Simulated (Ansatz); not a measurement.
# Os (P6_3/mmc, 2 atoms in the cell) under biaxial strain in the (0001) plane, that of a and b, part 2 of 2

Aim: how do the optical modes of Os (P6_3/mmc, 2 atoms in the cell) shift and split under this strain?

Ansatz 0.2.0; DFT PBEsol, scalar-relativistic, plane waves, PAW; PAW set soft_1.

So far. Step 3 (Tight relaxation): The forces vanish by symmetry and the pressure is 0.000 GPa, within the tolerances set. The cell now holds 13.89 Å³/atom.

## 4. Modes at rest

Phonons follow from the second derivative of the energy, found here by linear response.

The modes at rest are the reference of the series.

input.yaml reads:

```yaml
crystal:
  lattice:
    - [2.7278821753, 0.0, 0.0]
    - [-1.3639410877, 2.3624152623, 0.0]
    - [0.0, 0.0, 4.3111672212]
  atoms:
    - { symbol: Os, position: [0.3333333333, 0.6666666667, 0.25] }
    - { symbol: Os, position: [0.6666666667, 0.3333333333, 0.75] }
kpoints:
  mp_grid: { grid: [18, 18, 12] }
hamiltonian:
  xc: pbesol
  pseudopotentials: { kind: paw, azcp: { folder: soft_1 }, xc_functional: pbe }
scf:
  occupations: { method: methfessel_paxton, width: 0.2 }
output:
  eigenvalues: true
phonons:
  method: dfpt
```

Command:

```sh
$ ansatz run input.yaml --threads 4 --pin off --max-ram 10240MiB --backend cpu --events-out ev --progress --plain --runs-dir out
```

Numbers of over 12 decimals in the logs are rounded to 6 here.

The log of the run:

```text
zone centre: on kpoints.mp_grid the ground state, and the responses unless they are solved on pairs of k-points, stand on 637 of the mesh's 3888 k-points, reduced under 4 symmetry operations, with k and −k counted as one. Each operation leaves every solved displacement unchanged or reverses it
[...]
Crystal: 2 atoms, lattice volume = 27.783 Å³
Basis set: ecut = 420 eV, 537 PW (Γ), exchange–correlation on 40×40×60 points (8 copies of the dense FFT grid, shifted against one another)
Bands: 20, of which v1, the nominal top of the filled ones, is band 16 counted from 1 (15 counted from 0)
Symmetry: 24 space group operations
k-points: 637 of 3888 (irreducible under 4 space group operations, time reversal used)
[...]
SCF iter   1: F=—  HF=-22505.016587 eV  |F-HF|=—  |Δ(HF+E_count)|=         —  Δρ=6.35e-2  dr2=9.52e-1  ethr=3.10e-3  ⟨swp⟩=5.0  Hψ=115688  notcnv=0  defer=52
automatic band count: the SCF goes on with 24 bands, as 20 were too few: they end inside the smearing window of the response
[...]
SCF iter   2: F=—  HF=-22504.771771 eV  |F-HF|=—  |Δ(HF+E_count)|=   2.45e-1  S|Δr|=    0.00e0  Δρ=3.75e-2  dr2=3.24e-1  ethr=2.98e-3  ⟨swp⟩=2.0  Hψ=23088  notcnv=0  defer=724
[...]
SCF iter   8: F=-22504.656562 eV  HF=-22504.656562 eV  |F-HF|=3.64e-12  |Δ(HF+E_count)|=  4.26e-10  S|Δr|=    0.00e0  Δρ=1.01e-7  dr2=1.73e-12  ethr=1.00e-12  ⟨swp⟩=8.9  Hψ=86060  notcnv=0
SCF 1 converged in 8 iterations: F = -22504.656562 eV  dr2 = 1.73e-12
[...]
DFPT response loops at Γ: preconditioner auto → Kerker (q_TF=auto, 2.793 Å⁻¹) (partly filled bands, converged f_vac=0.000); β = 1.00, the filter's whole step (`scf.mixing.beta` (0.50) is not read by the response loops under this deck's `scf.mixing.preconditioner`; to damp them name `kerker` or `kerker_dos`, under which they read `scf.mixing.beta`, and type it under 1.00, their step now; both keys bind the ground state too); Broyden in place of MSR1
SCF converged after 8 iterations
[...]
Free energy (F): -22504.656562 eV
[...]
Internal energy: -22504.656738 eV  (E = F + TS)
E sigma→0 (E₀):  -22504.656606 eV
Entropy (-TS):   0.000176 eV (0.088 meV/atom)
Fermi energy:    26.052882 eV
[...]
--- Band table (eV; the first three rows and the last of 637) ---
  k-point 0: bands = [... 12 lower, 23.2104, 23.8090, 23.8090, 24.4774, 24.4774, 26.0493, 27.7713, 27.7713, ... 4 higher]
  k-point 1: bands = [... 12 lower, 23.1582, 23.7498, 23.7498, 24.6154, 24.6154, 25.7535, 27.7854, 27.7854, ... 4 higher]
  k-point 2: bands = [... 12 lower, 23.0122, 23.5900, 23.5900, 24.9676, 24.9676, 25.0162, 27.8039, 27.8039, ... 4 higher]
  k-point 636: bands = [... 12 lower, 22.5841, 22.5841, 24.3931, 24.3931, 28.3666, 28.3666, 30.9518, 30.9518, ... 4 higher]
--- Phonons (Γ-DFPT): 2 representative perturbations + reference, on 637 of 3888 k-points (Σ response iterations 4) ---
  k mesh reduced under 4 symmetry operations, with k and −k counted as one. Each operation leaves every solved displacement unchanged or reverses it
  ASR residual: 1.384e-5 → 0.000e0 eV/Å²; symmetrization residual: 8.357e-10 eV/Å²
  ASR residual per site (eV/Å²): 1.38e-5 1.38e-5
  Γ frequencies (cm⁻¹): 0.00 0.00 0.00 166.33 166.33 225.25
  non-analytic LO–TO correction: not included (Born effective charges unavailable; polar crystals: no LO–TO splitting at Γ)
```

Wall time 19 s (4 threads of Arm Neoverse V2, shared host); peak memory 1.2 GiB; 70 s of CPU time.

This step gave:

* sum-rule residual before enforcement: 1.38e-5 eV/Å²
* point group: 6/mmm
* highest optical mode at the zone centre (no LO-TO term): 225.2 cm⁻¹
* lowest optical zone-centre mode: 166.3 cm⁻¹

Patterns of degenerate modes are one choice out of their space. Modes at Γ:

```csv
mode,frequency (cm⁻¹),symmetry
1,0.0,acoustic
2,0.0,acoustic
3,0.0,acoustic
4,166.3,E2g
5,166.3,E2g
6,225.2,B1g
```

Displacements in mode 5 (166.3 cm⁻¹), the largest set to 1:
```
Os1  0.00  1.00  0.00
Os2  0.00 -1.00  0.00
```

Displacements in mode 6 (225.2 cm⁻¹), the largest set to 1:
```
Os1  0.00  0.00  1.00
Os2  0.00  0.00 -1.00
```

Before it was imposed, the acoustic sum rule was missed by 1.4e-5 eV/Å². Small misses are needed for a sound result but don't prove that mesh and cutoff are converged. The lowest optical mode is real, 166 cm⁻¹.

## 5. A member of the series: biaxial strain of +4 % in the (0001) plane, that of a and b

The cell takes a biaxial strain of +4 % in the (0001) plane, that of a and b. The strained lengths are held, while the rest of the cell and the atoms relax.

input.yaml, the sections that differ from step 4:

```yaml
crystal:
  lattice:
    - [2.8369974624, 0.0, 0.0]
    - [-1.4184987312, 2.4569118729, 0.0]
    - [0.0, 0.0, 4.2383894557]
  atoms:
    - { symbol: Os, position: [0.3333333333, 0.6666666667, 0.25] }
    - { symbol: Os, position: [0.6666666667, 0.3333333333, 0.75] }
output:
  forces: true
  stress: true
  eigenvalues: true
relax:
  adjacent_minimum: "off"
  f_tol: 0.001
  max_steps: 60
  cell: { stress_tol: 0.01, fix: [a, b, gamma] }
# kpoints, hamiltonian, scf: as in step 4
# phonons: removed
```

The log of the run:

```text
[...]
Crystal: 2 atoms, lattice volume = 29.543 Å³
Basis set: ecut = 420 eV, 579 PW (Γ), exchange–correlation on 40×40×60 points (8 copies of the dense FFT grid, shifted against one another)
Bands: 20, of which v1, the nominal top of the filled ones, is band 16 counted from 1 (15 counted from 0)
Symmetry: 24 space group operations
[...]
k-points: 259 of 3888
[...]
--- Relaxed structure (4 steps of the walk, 3 accepted, 1 SCFs on fresh bases) ---
[...]
cell:  # Å, volume = 29.3736 Å³
    - [2.836997, 0, 3.0032954365012906e-19]
    - [-1.418499, 2.456912, -1.5016477182506438e-19]
    - [4.486833660992247e-19, 0, 4.214141]
  atoms:
    - { symbol: Os, position: [0.333333, 0.666667, 0.25] }
    - { symbol: Os, position: [0.666667, 0.333333, 0.750000] }
[key lines of the parts left out:]
SCF converged after 5 iterations
Free energy (F): -22504.445143 eV
Fermi energy:    24.371183 eV
P = ⅓ Tr σ = -18.4740 GPa (-184.740 kbar)
```

Elapsed: 8 s, on 4 threads; peak memory 0.42 GiB; 30 s of CPU time.

Step by step:

| step | energy less that of the first step (eV) | largest force component (eV/Å) | pressure (GPa) | volume (Å³) |
| --- | --- | --- | --- | --- |
| 1 | 0.0000 | 0.0000 | -20.75 | 29.54 |
| 2 | 0.0043 | 0.0000 | -14.39 | 29.09 |
| 3 | -0.0025 | 0.0000 | -18.55 | 29.38 |
| 4 | -0.0025 | 0.0000 | -18.48 | 29.37 |
| 5* | -0.0024 | 0.0000 | -18.47 | 29.37 |

Relaxation steps marked * repeat the geometry before them on a plane-wave basis chosen anew for their cell, so energy and pressure can jump there. Relaxation step 2 was tried and not accepted.

Forces are held to the 24 operations that the run works with; a distortion that breaks them can't arise in this run.

```
conventional cell, symmetrised  before  after  change
                         a (Å)   2.837  2.837  +0.0 %
                         b (Å)   2.837  2.837  +0.0 %
                         c (Å)   4.238  4.214  -0.6 %
              volume (Å³/atom)   14.77  14.69  -0.6 %
```

The relaxed structure:

```xyz
2
Lattice="2.8370 0.0000 0.0000 -1.4185 2.4569 0.0000 0.0000 0.0000 4.2141" Properties=species:S:1:pos:R:3 pbc="T T T"
Os    0.0000    1.6379    1.0535
Os    1.4185    0.8190    3.1606
```

Numbers from this step:

- pressure: -18.47 GPa
- volume per atom: 14.69 Å³

The forces vanish by symmetry.

## 6. Modes of this member: biaxial strain of +4 % in the (0001) plane, that of a and b

The zone-centre modes follow for biaxial strain of +4 % in the (0001) plane, that of a and b.

input.yaml, the sections that differ from step 5:

```yaml
crystal:
  lattice:
    - [2.8369974624, 0.0, 0.0]
    - [-1.4184987312, 2.4569118729, 0.0]
    - [0.0, 0.0, 4.2141411728]
  atoms:
    - { symbol: Os, position: [0.3333333333, 0.6666666667, 0.25] }
    - { symbol: Os, position: [0.6666666667, 0.3333333333, 0.75] }
output:
  eigenvalues: true
phonons:
  method: dfpt
# kpoints, hamiltonian, scf: as in step 5
# relax: removed
```

The log of the run:

```text
[...]
Crystal: 2 atoms, lattice volume = 29.374 Å³
Basis set: ecut = 420 eV, 579 PW (Γ), exchange–correlation on 40×40×60 points (8 copies of the dense FFT grid, shifted against one another)
Bands: 20, of which v1, the nominal top of the filled ones, is band 16 counted from 1 (15 counted from 0)
Symmetry: 24 space group operations
k-points: 637 of 3888 (irreducible under 4 space group operations, time reversal used)
[...]
SCF iter   1: F=—  HF=-22504.824894 eV  |F-HF|=—  |Δ(HF+E_count)|=         —  Δρ=6.30e-2  dr2=1.03e0  ethr=3.10e-3  ⟨swp⟩=5.0  Hψ=114293  notcnv=0  defer=48
[...]
SCF iter   8: F=-22504.445143 eV  HF=-22504.445143 eV  |F-HF|=1.09e-11  |Δ(HF+E_count)|=  4.44e-10  S|Δr|=    0.00e0  Δρ=1.32e-7  dr2=2.23e-12  ethr=1.00e-12  ⟨swp⟩=8.8  Hψ=85673  notcnv=0
SCF 1 converged in 8 iterations: F = -22504.445143 eV  dr2 = 2.23e-12
[...]
SCF converged after 8 iterations
[...]
Free energy (F): -22504.445143 eV
[...]
Internal energy: -22504.444833 eV  (E = F + TS)
E sigma→0 (E₀):  -22504.445065 eV
Entropy (-TS):   -0.000310 eV (-0.155 meV/atom)
Fermi energy:    24.371183 eV
Step filling:    the computed levels leave a gap of 0.0000 eV = 0.0 smearing widths at the electron count; against every level under it full and every level over it empty, smearing changes F+E_penalty+E_count by -0.405 meV and its σ→0 estimate by -0.328 meV
[...]
--- Band table (eV; the first three rows and the last of 637) ---
  k-point 0: bands = [... 12 lower, 22.3527, 22.3527, 22.3665, 22.3665, 22.4009, 25.0513, 25.9228, 25.9228, ... 4 higher]
  k-point 1: bands = [... 12 lower, 22.2722, 22.2722, 22.3388, 22.5703, 22.5703, 24.7206, 25.9599, 25.9599, ... 4 higher]
  k-point 2: bands = [... 12 lower, 22.0599, 22.0599, 22.1629, 23.0219, 23.0219, 23.9125, 26.0328, 26.0328, ... 4 higher]
  k-point 636: bands = [... 12 lower, 21.1124, 21.1124, 22.7962, 22.7962, 26.3280, 26.3280, 28.7202, 28.7202, ... 4 higher]
[...]
ASR residual: 5.816e-5 → 0.000e0 eV/Å²; symmetrization residual: 6.146e-13 eV/Å²
  ASR residual per site (eV/Å²): 5.82e-5 5.82e-5
  Γ frequencies (cm⁻¹): 0.00 0.00 0.00 168.62 168.62 228.80
[...]
```

Run time: 21 s. Hardware: 4 threads; peak memory 1.3 GiB.

This step gave:

| Quantity | Value |
| --- | --- |
| sum-rule residual before enforcement | 5.82e-5 eV/Å² |
| highest optical mode at the zone centre (no LO-TO term) | 228.8 cm⁻¹ |
| lowest optical zone-centre mode | 168.6 cm⁻¹ |

Patterns of degenerate modes are one choice out of their space. Modes at Γ:

```csv
mode,frequency (cm⁻¹),symmetry
1,0.0,acoustic
2,0.0,acoustic
3,0.0,acoustic
4,168.6,E2g
5,168.6,E2g
6,228.8,B1g
```

The lowest optical mode is real, 169 cm⁻¹, and the highest lies at 228.8 cm⁻¹.

## 7. Relaxation of a member: biaxial strain of -4 % in the (0001) plane, that of a and b

The cell takes a biaxial strain of -4 % in the (0001) plane, that of a and b. The strained lengths are held, while the rest of the cell and the atoms relax.

input.yaml, the sections that differ from step 6:

```yaml
crystal:
  lattice:
    - [2.6187668883, 0.0, 0.0]
    - [-1.3093834441, 2.2679186518, 0.0]
    - [0.0, 0.0, 4.3788527718]
  atoms:
    - { symbol: Os, position: [0.3333333333, 0.6666666667, 0.25] }
    - { symbol: Os, position: [0.6666666667, 0.3333333333, 0.75] }
output:
  forces: true
  stress: true
  eigenvalues: true
relax:
  adjacent_minimum: "off"
  f_tol: 0.001
  max_steps: 60
  cell: { stress_tol: 0.01, fix: [a, b, gamma] }
# kpoints, hamiltonian, scf: as in step 6
# phonons: removed
```

The log of the run:

```text
[...]
Crystal: 2 atoms, lattice volume = 26.007 Å³
Basis set: ecut = 420 eV, 537 PW (Γ), exchange–correlation on 36×36×60 points (8 copies of the dense FFT grid, shifted against one another)
Bands: 20, of which v1, the nominal top of the filled ones, is band 16 counted from 1 (15 counted from 0)
Symmetry: 24 space group operations
[...]
k-points: 259 of 3888
[...]
k-point 258: bands = [... 12 lower, 24.2925, 24.2925, 26.3117, 26.3117, 30.0277, 30.0277, 37.2367, 37.2367]
--- Relaxed structure (4 steps of the walk, 3 accepted, 1 SCFs on fresh bases) ---
[...]
cell:  # Å, volume = 26.1496 Å³
    - [2.618767, -2.8867519377167407e-11, 0]
    - [-1.309383, 2.267919, 0]
    - [0, 0.0, 4.402927]
  atoms:
    - { symbol: Os, position: [0.333333, 0.666667, 0.250000] }
    - { symbol: Os, position: [0.666667, 0.333333, 0.75] }
[key lines of the parts left out:]
SCF converged after 5 iterations
Free energy (F): -22504.360423 eV
Fermi energy:    28.009157 eV
P = ⅓ Tr σ = 31.2160 GPa (312.160 kbar)
```

The job ended after 6.8 s (4 threads; peak memory 0.41 GiB; 25 s of CPU time).

Step by step:

```
step  energy less that of the first step (eV)  largest force component (eV/Å)  pressure (GPa)  volume (Å³)
   1                                   0.0000                          0.0000           34.11        26.01
   2                                   0.0029                          0.0000           27.21        26.36
   3                                  -0.0022                          0.0000           31.13        26.15
   4                                  -0.0022                          0.0000           31.22        26.15
  5*                                  -0.0023                          0.0000           31.22        26.15
```

Relaxation steps marked * repeat the geometry before them on a plane-wave basis chosen anew for their cell, so energy and pressure can jump there. Relaxation step 2 was tried and not accepted.

Forces are held to the 24 operations that the run works with; a distortion that breaks them can't arise in this run.

```csv
"conventional cell, symmetrised",before,after,change
a (Å),2.619,2.619,-0.0 %
b (Å),2.619,2.619,-0.0 %
c (Å),4.379,4.403,+0.5 %
volume (Å³/atom),13.00,13.07,+0.5 %
```

The relaxed structure:

```
Os
1.0
     2.61877    0.00000    0.00000
    -1.30938    2.26792    0.00000
     0.00000    0.00000    4.40293
Os
2
Direct
  0.33333 0.66667 0.25000
  0.66667 0.33333 0.75000
```

This step gave:

| Item | Value |
| --- | --- |
| pressure | 31.22 GPa |
| volume per atom | 13.07 Å³ |

The forces vanish by symmetry.

## 8. Modes of this member: biaxial strain of -4 % in the (0001) plane, that of a and b

The zone-centre modes follow for biaxial strain of -4 % in the (0001) plane, that of a and b.

input.yaml, the sections that differ from step 7:

```yaml
crystal:
  lattice:
    - [2.6187668883, 0.0, 0.0]
    - [-1.3093834441, 2.2679186518, 0.0]
    - [0.0, 0.0, 4.4029274861]
  atoms:
    - { symbol: Os, position: [0.3333333333, 0.6666666667, 0.25] }
    - { symbol: Os, position: [0.6666666667, 0.3333333333, 0.75] }
output:
  eigenvalues: true
phonons:
  method: dfpt
# kpoints, hamiltonian, scf: as in step 7
# relax: removed
```

The log of the run:

```text
[...]
Crystal: 2 atoms, lattice volume = 26.150 Å³
Basis set: ecut = 420 eV, 537 PW (Γ), exchange–correlation on 36×36×60 points (8 copies of the dense FFT grid, shifted against one another)
Bands: 20, of which v1, the nominal top of the filled ones, is band 16 counted from 1 (15 counted from 0)
Symmetry: 24 space group operations
k-points: 637 of 3888 (irreducible under 4 space group operations, time reversal used)
[...]
k-point 2: bands = [... 12 lower, 24.6140, 25.3023, 25.3023, 26.3706, 27.2946, 27.2946, 29.9137, 29.9137, ... 4 higher]
  k-point 636: bands = [... 12 lower, 24.3169, 24.3169, 26.1812, 26.1812, 30.5350, 30.5350, 33.6308, 33.6308, ... 4 higher]
[...]
ASR residual: 1.210e-5 → 0.000e0 eV/Å²; symmetrization residual: 6.788e-10 eV/Å²
  ASR residual per site (eV/Å²): 1.21e-5 1.21e-5
  Γ frequencies (cm⁻¹): 0.00 0.00 0.00 162.83 162.83 214.13
[...]
[key lines of the parts left out:]
SCF converged after 8 iterations
Free energy (F): -22504.360423 eV
Fermi energy:    28.009157 eV
```

It took 18 s on 4 threads; peak memory 1.2 GiB; 67 s of CPU time.

Numbers from this step:

```
sum-rule residual before enforcement                    : 1.21e-5 eV/Å²
highest optical mode at the zone centre (no LO-TO term) : 214.1 cm⁻¹
lowest optical zone-centre mode                         : 162.8 cm⁻¹
```

Patterns of degenerate modes are one choice out of their space. Modes at Γ:

| mode | frequency (cm⁻¹) | symmetry |
| --- | --- | --- |
| 1 | 0.0 | acoustic |
| 2 | 0.0 | acoustic |
| 3 | 0.0 | acoustic |
| 4 | 162.8 | E2g |
| 5 | 162.8 | E2g |
| 6 | 214.1 | B1g |

Displacements in mode 4 (162.8 cm⁻¹), the largest set to 1:
```
Os1  0.00  1.00  0.00
Os2  0.00 -1.00  0.00
```

Displacements in mode 6 (214.1 cm⁻¹), the largest set to 1:
```
Os1  0.00  0.00  1.00
Os2  0.00  0.00 -1.00
```

The lowest optical mode is real, 163 cm⁻¹, and the highest lies at 214.1 cm⁻¹.

For the highest optical mode at the zone centre (no LO-TO term), step 4 gave 225 cm⁻¹; this run, with strain -4 %, gives 214 cm⁻¹ (-5 %).

## 9. All members side by side

The members are set side by side, also those not shown above.

Stress is positive in compression; energies are extrapolated to zero smearing, and E0 is that at rest; the edges not held and the atoms are relaxed in each cell; all runs use 18×18×12 k points and Methfessel-Paxton smearing of 0.2 eV. State of the crystal along the series:

| strain (%) | in-plane stress (GPa) | free strain along c (%) | E - E0 (meV/atom) |
| --- | --- | --- | --- |
| -4 | 46.83 | 2.128 | 148.4 |
| -3 | 33.17 | 1.57 | 80.28 |
| -2 | 20.75 | 1.048 | 34.07 |
| -1 | 9.652 | 0.5365 | 8.078 |
| 0 | -6.18e-4 | 0 | 0 |
| 1 | -8.345 | -0.5634 | 7.486 |
| 2 | -15.65 | -1.131 | 28.54 |
| 3 | -22.12 | -1.688 | 61.74 |
| 4 | -27.71 | -2.251 | 105.8 |

Optical modes are counted from below at rest and tracked from member to member by their patterns, and modes that stay within 0.3 cm⁻¹ of each other stand once; labels, where given, are those at rest; the edges not held and the atoms are relaxed in each cell; all runs use 18×18×12 k points and Methfessel-Paxton smearing of 0.2 eV. Optical modes along the series:

```
strain (%)  optical mode 1 E2g (cm⁻¹)  optical mode 2 B1g (cm⁻¹)
        -4                      162.8                      214.1
        -3                      163.9                      217.7
        -2                        165                      220.6
        -1                      165.6                      223.1
         0                      166.3                      225.2
         1                      167.3                        227
         2                      168.4                      228.1
         3                      168.9                      228.6
         4                      168.6                      228.8
```

Value and slope at zero strain of a cubic (a lower polynomial where under five rows exist) through the rows within 2 % of rest. Slopes at rest:

```csv
mode,frequency (cm⁻¹),shift per percent of strain (cm⁻¹),shift per GPa of compressive stress (cm⁻¹)
optical mode 1 E2g,166.4,0.84,-0.09
optical mode 2 B1g,225.3,1.98,-0.22
```

## 10. Summary of results

```yaml
members: 9
highest_optical_mode_at_the_zone_centre_no_lo_to_term_at_rest: 225.2 cm⁻¹
biaxial_modulus_in_the_0001_plane_that_of_a_and_b: 896 GPa
optical_mode_1_e2g_shift_per_percent: 0.84 cm⁻¹
optical_mode_2_b1g_shift_per_percent: 1.98 cm⁻¹
```

In words: The stress changes by 8.96 GPa for each percent, a biaxial modulus of 896 GPa in the (0001) plane, that of a and b. For each percent the free edge responds with -0.55 %. Within 2 % of rest optical mode 2 B1g bends away from a straight line, so a single slope holds only near rest. These are harmonic frequencies at zero temperature: anharmonic shifts, linewidths and thermal expansion are left out. Spin-orbit coupling is left out, which can matter for the heavy elements here. With no gap, or one that is small against the smearing, the frequencies hang on the k mesh and the smearing, most of all near Kohn anomalies. The PAW files were made for PBE; the program adapts parts of them to the functional of the run, but their partial waves stay those of PBE, an approximation that was not tested in this session. Only the zone centre was solved, so an instability at another wavevector cannot show here.

[Logs are printed without paths, hosts, clocks, repeated set-up lines and the standing remarks that a program may print on its own settings, such as how far it seeks lower states.]

[Hosts, paths, dates, database ids (printed as entryN), source tags and the programs' standing remarks are cut or masked in the printed files.]
